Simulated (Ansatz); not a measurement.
**Starting-point dependence of the GW gap of C2S3 (P2_1/c)**

Aim: G0W0 for C2S3 (P2_1/c) on several starting functionals, at one mesh, band count and screening cutoff.

Main program and level: Ansatz 0.2.0; G0W0 on several functionals, plane waves, PAW.

## 1. The starting structure

Symmetry: P2_1/c, No. 14, monoclinic system. The conventional cell has a = 5.805 Å, b = 6.638 Å, c = 10.779 Å, α = 90.00°, β = 109.17°, γ = 90.00°. Nearest to C lie 1 C at 1.37 Å and 2 S at 1.73 Å. Nearest to C lie 3 S at 1.65 to 1.75 Å. Nearest to S lie 2 C at 1.73 to 1.75 Å. Nearest to S lie 2 C at 1.73 to 1.74 Å. Nearest to S lie 1 C at 1.65 Å. Farther neighbours and most contacts between anions are not listed.

Geometry: measured cell, ions relaxed with PBE. The runs that relaxed it are not among those shown.

## 2. G0W0 on LDA

Now the one-shot GW correction: screening in the RPA, then the self-energy of the levels asked for. This step takes PAW set soft_1 files.

This step: G0W0 on LDA, plane waves, PAW; PAW set soft_1.

Contents of input.yaml:

```yaml
crystal:
  lattice:
    - [5.805, 0.0, 0.0]
    - [0.0, 6.6377, 0.0]
    - [-3.5391430821, 0.0, 10.1819277854]
  atoms:
    - { symbol: C, position: [0.4275340412, 0.9956591813, 0.0389019337] }
    - { symbol: C, position: [0.5724659588, 0.4956591813, 0.4610980663] }
    - { symbol: C, position: [0.5724659588, 0.0043408187, 0.9610980663] }
    - { symbol: C, position: [0.4275340412, 0.5043408187, 0.5389019337] }
    - { symbol: C, position: [0.2857765633, 0.3123523348, 0.8947240389] }
    - { symbol: C, position: [0.7142234367, 0.8123523348, 0.6052759611] }
    - { symbol: C, position: [0.7142234367, 0.6876476652, 0.1052759611] }
    - { symbol: C, position: [0.2857765633, 0.1876476652, 0.3947240389] }
    - { symbol: S, position: [0.2143970329, 0.1860506622, 0.019479966] }
    - { symbol: S, position: [0.7856029671, 0.6860506622, 0.480520034] }
    - { symbol: S, position: [0.7856029671, 0.8139493378, 0.980520034] }
    - { symbol: S, position: [0.2143970329, 0.3139493378, 0.519479966] }
    - { symbol: S, position: [0.5239473935, 0.2046179098, 0.852551854] }
    - { symbol: S, position: [0.4760526065, 0.7046179098, 0.647448146] }
    - { symbol: S, position: [0.4760526065, 0.7953820902, 0.147448146] }
    - { symbol: S, position: [0.5239473935, 0.2953820902, 0.352551854] }
    - { symbol: S, position: [0.1369031152, 0.5137988273, 0.8191576789] }
    - { symbol: S, position: [0.8630968848, 0.0137988273, 0.6808423211] }
    - { symbol: S, position: [0.8630968848, 0.4862011727, 0.1808423211] }
    - { symbol: S, position: [0.1369031152, 0.9862011727, 0.3191576789] }
kpoints:
  mp_grid: { grid: [4, 2, 2] }
hamiltonian:
  xc: lda
  pseudopotentials: { kind: paw, azcp: { folder: soft_1 }, xc_functional: pbe }
scf:
  occupations: { method: fixed }
gw:
  n_empty_bands: 1027
  ecut_chi: 110.0
  qp_bands: [v4, c4]
  qp_kpoints: band_edges
  screening: { model: contour_deformation }
```

Run with:

```bash
ansatz run input.yaml --threads 2 --pin off --max-ram 92160MiB --backend cuda --events-out ev --progress --plain --runs-dir out --devices 1 --max-vram 13GiB
```

Numbers of over 12 decimals in the logs are rounded to 6 here.

What it wrote:

```text
GPUs: using 1 of 1 available (devices: 1).
Engine: ansatz 0.2.0, x86_64-unknown-linux-gnu
Pseudopotentials: kind: paw
Pseudopotential: C, paw, valence charge 4, recommended cutoff 420 eV (normal), soft_1/C.paw.azcp
Pseudopotential: S, paw, valence charge 6, recommended cutoff 420 eV (normal), soft_1/S.paw.azcp
Functional definition: SPW92
  exchange = slater_x
  correlation = pw_c
device memory: the entry about to start is reckoned to put 3.4 GiB on a device that reports 51.6 GiB free (of which the cap on the GPU budget leaves the run 13.0 GiB)
GPU FFT provider: cuFFT
GPU libraries: cuBLAS 13.8.2, cuFFT 12.4.0, cuSOLVER 12.3.4
Crystal: 20 atoms, lattice volume = 392.328 Å³
Basis set: ecut = 420 eV, 7669 PW (Γ)
Bands: 72, of which v1, the nominal top of the filled ones, is band 52 counted from 1 (51 counted from 0)
Symmetry: 4 space group operations
Space group: P21/c (ITA 14), of the structure as read, at distance tolerance 7.3e-5 Å
k-points: 12 of 16
Non-local potential: C, projectors of the file, l = 0: 2, l = 1: 2, l = 2: 1
Non-local potential: S, projectors of the file, l = 0: 2, l = 1: 2, l = 2: 1
PAW form: soft (Blöchl's): semilocal exchange-correlation on the pseudo side does not see the compensation charge
PAW frozen core: C, regenerated for the run's functional, and the local potential with it (the file was generated under x = pbe(κ = 0.804, μ = 0.219515), c = pbe(β = 0.066725))
PAW frozen core: S, regenerated for the run's functional, and the local potential with it (the file was generated under x = pbe(κ = 0.804, μ = 0.219515), c = pbe(β = 0.066725))
PAW one-centre angular grid: C, 110 points (default); XC on 64 Gauss nodes
PAW one-centre angular grid: S, 110 points (default); XC on 64 Gauss nodes
Initial density: superposition of atomic densities (chi_scale 0.1, normalization cell, long waves kept (reshape's long-wave potential 0.01 eV rms))
Initial wavefunctions: pseudopotential atomic-orbital guess
GPU buffer pool allocated for 135000 grid points (all kernels)
GPU transforms: local potential and band sums: pruned to the plane-wave sphere, on 40×45×75
Functional: x = slater, c = lda
SCF iter   1: F=—  HF=-12377.572191 eV  |F-HF|=—  |Δ(HF+E_count)|=         —  Δρ=6.91e-2  dr2=2.31e1  ethr=3.10e-3  ⟨swp⟩=5.0  Hψ=3675  notcnv=0  defer=206
preconditioner: auto → Resta (q_TF=auto, 2.187 Å⁻¹)  ε∞=3.8  [insulator: Δε(μ)=1.688 eV  Ē_g=11.464 eV  n_scr=64 (ndim 8)  ℏωp=19.1 eV  f_vac=0.007  ε∞_Penn≈3.8]
SCF iter   2: F=—  HF=-12371.475137 eV  |F-HF|=—  |Δ(HF+E_count)|=    6.10e0  Δρ=2.70e-2  dr2=1.79e0  ethr=3.10e-3  ⟨swp⟩=3.0  Hψ=1724  notcnv=0  defer=190
SCF iter   3: F=—  HF=-12370.950392 eV  |F-HF|=—  |Δ(HF+E_count)|=   5.25e-1  Δρ=1.12e-2  dr2=3.14e-1  ethr=1.72e-3  ⟨swp⟩=3.0  Hψ=1435  notcnv=0  defer=215
SCF iter   4: F=—  HF=-12370.868519 eV  |F-HF|=—  |Δ(HF+E_count)|=   8.19e-2  Δρ=2.34e-3  dr2=3.07e-2  ethr=3.02e-4  ⟨swp⟩=2.0  Hψ=1213  notcnv=0  defer=215
SCF iter   5: F=—  HF=-12370.864254 eV  |F-HF|=—  |Δ(HF+E_count)|=   4.27e-3  Δρ=8.13e-4  dr2=2.49e-3  ethr=2.95e-5  ⟨swp⟩=2.7  Hψ=1311  notcnv=0  defer=216
SCF iter   6: F=—  HF=-12370.864666 eV  |F-HF|=—  |Δ(HF+E_count)|=   4.12e-4  Δρ=2.02e-4  dr2=1.55e-4  ethr=2.40e-6  ⟨swp⟩=2.9  Hψ=1354  notcnv=0  defer=216
SCF iter   7: F=—  HF=-12370.864740 eV  |F-HF|=—  |Δ(HF+E_count)|=   7.43e-5  Δρ=6.08e-5  dr2=3.03e-5  ethr=1.49e-7  ⟨swp⟩=2.0  Hψ=977  notcnv=0  defer=211
SCF iter   8: F=—  HF=-12370.864736 eV  |F-HF|=—  |Δ(HF+E_count)|=   3.71e-6  Δρ=1.51e-5  dr2=1.32e-6  ethr=2.92e-8  ⟨swp⟩=2.0  Hψ=1268  notcnv=0  defer=188
SCF iter   9: F=-12370.864737 eV  HF=-12370.864737 eV  |F-HF|=3.01e-9  |Δ(HF+E_count)|=   2.85e-7  Δρ=3.86e-6  dr2=9.19e-8  ethr=9.62e-11  ⟨swp⟩=14.5  Hψ=5761  notcnv=0
SCF 1 converged in 9 iterations: F = -12370.864737 eV  dr2 = 9.19e-8
  greatest PAW one-centre occupation: 0.860 electrons in one spin orbital (limit 2), on the S atom at site 15 (counted from 0), in its partial waves of l = 0
device memory: the entry about to start is reckoned to put 3.9 GiB (of the 4.1 GiB reckoned in all, the device holds 0.1 GiB already) on a device that reports 47.6 GiB free (of which the cap on the GPU budget leaves the run 12.9 GiB)
NSCF: frozen V_eff on 12 k-points
the band table was solved once the SCF had ended and its energy, with any forces and stress, was formed, with the checks that follow a solve (3844 applications of the Hamiltonian). They found nothing against the state; the energy, forces and stress were not computed again (output.eigenvalues in the input reference)
device memory: the entry about to start is reckoned to put 7.8 GiB on a device that reports 48.6 GiB free (of which the cap on the GPU budget leaves the run 13.0 GiB)
NSCF: frozen V_eff on 12 k-points
G₀W₀ screening: q 1/12
[... further progress lines ...]
device memory: the entry about to start is reckoned to put 1.4 GiB on a device that reports 48.3 GiB free (of which the cap on the GPU budget leaves the run 13.0 GiB)
NSCF: frozen V_eff on 1 k-points
device memory: the entry about to start is reckoned to put 1.4 GiB on a device that reports 48.3 GiB free (of which the cap on the GPU budget leaves the run 13.0 GiB)
NSCF: frozen V_eff on 1 k-points
SCF converged after 9 iterations
Free energy (F): -12370.864737 eV
Harris-Foulkes:  -12370.864737 eV  (|F-HF|=3.01e-9)
Internal energy: -12370.864737 eV  (E = F + TS)
E sigma→0 (E₀):  -12370.864737 eV
Fermi energy:    3.488595 eV
--- Per-component energies (eV) ---
  E_band       = -404.980980
  E_kinetic    = 1953.849653
  E_local      = -3989.771174  (includes V_loc(G=0)·N_el)
  E_nonlocal   = 627.053211
  E_hartree    = 1315.362438
  E_xc         = -1415.022437
  E_vxc        = -1435.376067  (∫ρ·V_xc dr)
  E_paw        = -7662.002121  (= ΣΔE_a)
  E_vpaw       = -191.463937  (= ΣTr[D̂ρ^β])
  E_aug_tail   = 0.000117  (compensation charges beyond the density's cutoff)
  E_ewald      = -3202.675455
  E_core_change = 2.341032  (= ΣΔE_core)
  E_smearing   = -0.000000  (= −TS)
  E_closure    = -0.000000  (closes the sum)
  Σ components = -12370.864737   (vs F -12370.864737, Δ=0.00e0)
--- Band table (eV; the first three rows and the last of 12) ---
  k-point 0: bands = [... 48 lower, 2.7590, 3.0318, 3.1120, 3.3029, 5.0112, 5.6695, 5.7396, 5.8278, ... 16 higher]
  k-point 1: bands = [... 48 lower, 2.8949, 2.8949, 3.2793, 3.2793, 5.2950, 5.2950, 5.9133, 5.9133, ... 16 higher]
  k-point 2: bands = [... 48 lower, 2.9787, 2.9787, 3.2652, 3.2652, 5.4664, 5.4664, 5.8266, 5.8266, ... 16 higher]
  k-point 11: bands = [... 48 lower, 2.7082, 2.7082, 3.2514, 3.2514, 5.1843, 5.1843, 5.4549, 5.4549, ... 16 higher]
--- G₀W₀: contour deformation, 6 samples at zero and on the imaginary axis and 1 off it, 16 q-points, 1027 empty bands' worth ---
  eigenvalues of the whole cell's RPA ε∞ on this k-mesh (on a slab, of 1 + 4πα/V) = 4.3595, 4.9465, 5.3356; static W/v taken at q = 0 is 0.198557
  bands read: the sum over 1079 bands ends inside a degenerate multiplet in 8 slots, whose members it reads at an even weight; the widest, k=1: bands 1079 to 1080 (counted from 1) at 1/2 each
  gw.qp_kpoints: band_edges: 12 of 12 stored k-points solved, in 1 pass; an edge of the gap read off the rows below is read off those points alone
    ik  band        ε_KS         Σx   Σc(E_QP)       V_xc       Z   E_QP_lin       E_QP  E_QP is
     0    49      2.7590   -17.7328     2.0775   -15.0735  0.7101     2.1628     2.1771  root
     0    50      3.0318   -16.3068     1.3563   -14.5166  0.7235     2.5926     2.5978  root
     0    51      3.1120   -18.0034     2.0609   -15.3427  0.7207     2.4996     2.5123  root
     0    52      3.3029   -16.6514     1.2786   -14.9036  0.7283     2.8284     2.8337  root
     0    53      5.0112    -9.6859    -3.4252   -13.8371  0.7355     5.7508     5.7372  root
     0    54      5.6695   -10.1117    -3.8510   -14.7099  0.7137     6.4430     6.4166  root
     0    55      5.7396    -9.6318    -4.0391   -14.4580  0.7238     6.5560     6.5266  root
     0    56      5.8278    -9.9957    -3.8681   -14.5998  0.7271     6.5896     6.5638  root
     1    49      2.8949   -17.8467     2.1989   -15.0336  0.7156     2.2658     2.2807  root
     1    50      2.8949   -17.8467     2.1989   -15.0336  0.7156     2.2658     2.2807  root
     1    51      3.2793   -16.6718     1.3015   -14.9147  0.7266     2.8187     2.8238  root
     1    52      3.2793   -16.6718     1.3015   -14.9147  0.7266     2.8187     2.8238  root
     1    53      5.2950    -9.9612    -3.5576   -14.2438  0.7301     6.0365     6.0200  root
     1    54      5.2950    -9.9612    -3.5576   -14.2438  0.7301     6.0365     6.0200  root
     1    55      5.9133    -9.9648    -4.0110   -14.7239  0.7132     6.6936     6.6614  root
     1    56      5.9133    -9.9648    -4.0110   -14.7239  0.7132     6.6936     6.6614  root
     2    49      2.9787   -17.9576     2.2423   -15.0899  0.7155     2.3385     2.3533  root
     2    50      2.9787   -17.9576     2.2423   -15.0899  0.7155     2.3385     2.3533  root
     2    51      3.2652   -16.4178     1.3137   -14.6282  0.7253     2.7835     2.7893  root
     2    52      3.2652   -16.4178     1.3137   -14.6282  0.7253     2.7835     2.7893  root
     2    53      5.4664    -9.9997    -3.6954   -14.4456  0.7241     6.2372     6.2169  root
     2    54      5.4664    -9.9997    -3.6954   -14.4456  0.7241     6.2372     6.2169  root
     2    55      5.8266   -10.0702    -3.8845   -14.6771  0.7198     6.5766     6.5490  root
     2    56      5.8266   -10.0702    -3.8845   -14.6771  0.7198     6.5766     6.5490  root
[...]
11    49      2.7082   -17.6847     2.3308   -14.7425  0.7079     2.0798     2.0968  root
    11    50      2.7082   -17.6847     2.3308   -14.7425  0.7079     2.0798     2.0968  root
    11    51      3.2514   -16.6329     1.3483   -14.7995  0.7258     2.7603     2.7664  root
    11    52      3.2514   -16.6329     1.3483   -14.7995  0.7258     2.7603     2.7664  root
    11    53      5.1843    -9.3660    -3.6389   -13.7317  0.7356     5.9265     5.9110  root
    11    54      5.1843    -9.3660    -3.6389   -13.7317  0.7356     5.9265     5.9110  root
    11    55      5.4549    -9.6108    -3.7476   -14.1195  0.7300     6.2360     6.2161  root
    11    56      5.4549    -9.6108    -3.7476   -14.1195  0.7300     6.2360     6.2161  root
```

Run time: 72 s. Hardware: 1 × NVIDIA H100 80GB HBM3 (shared by 6 runs) with 2 threads of AMD EPYC 7R13 (Zen 3), shared host; peak memory 4.6 GiB; 2 min of CPU time.

Reading the cycles: dr2 is the Hartree energy of the density residual (eV), the measure of convergence; HF is the Harris–Foulkes estimate of the energy, which meets the free energy F at convergence.

This step gave:

* bands summed: 1079
* RPA ε∞ on this mesh (eigenvalues): 4.359, 4.947, 5.336
* plane waves in the screening matrix: 1033
* q-points in the mesh: 16
* G0W0 gap on the mesh: 2.707 eV
* k of the valence top: -0.5, 0, 0
* k of the conduction bottom: 0, 0, 0
* starting gap on the mesh: 1.523 eV
* Z at the valence top: 0.7290
* Z at the conduction bottom: 0.7355
* least direct G0W0 gap on the computed points: 2.747 eV

The gap on the mesh goes from 1.52 eV to 2.71 eV, a correction of +1.18 eV. Between the two edge states, bare exchange in place of the xc potential would open the gap by 5.81 eV, and correlation takes back 4.63 eV.

[end of part 1 of 2]

[Paths, hosts, dates, memory and timing lines, banners, echoed tables and standing remarks are left out of the program output.]

[Logs are printed without paths, hosts, clocks, repeated set-up lines and the standing remarks that a program may print on its own settings, such as how far it seeks lower states.]

[Runs of the session that timed out or met a known fault of the program may be left out.]

[Cells called generated may have been cut or substituted from an entry of the Crystallography Open Database or the Materials Project.]

[Hosts, paths, dates, database ids (printed as entryN), source tags and the programs' standing remarks are cut or masked in the printed files.]
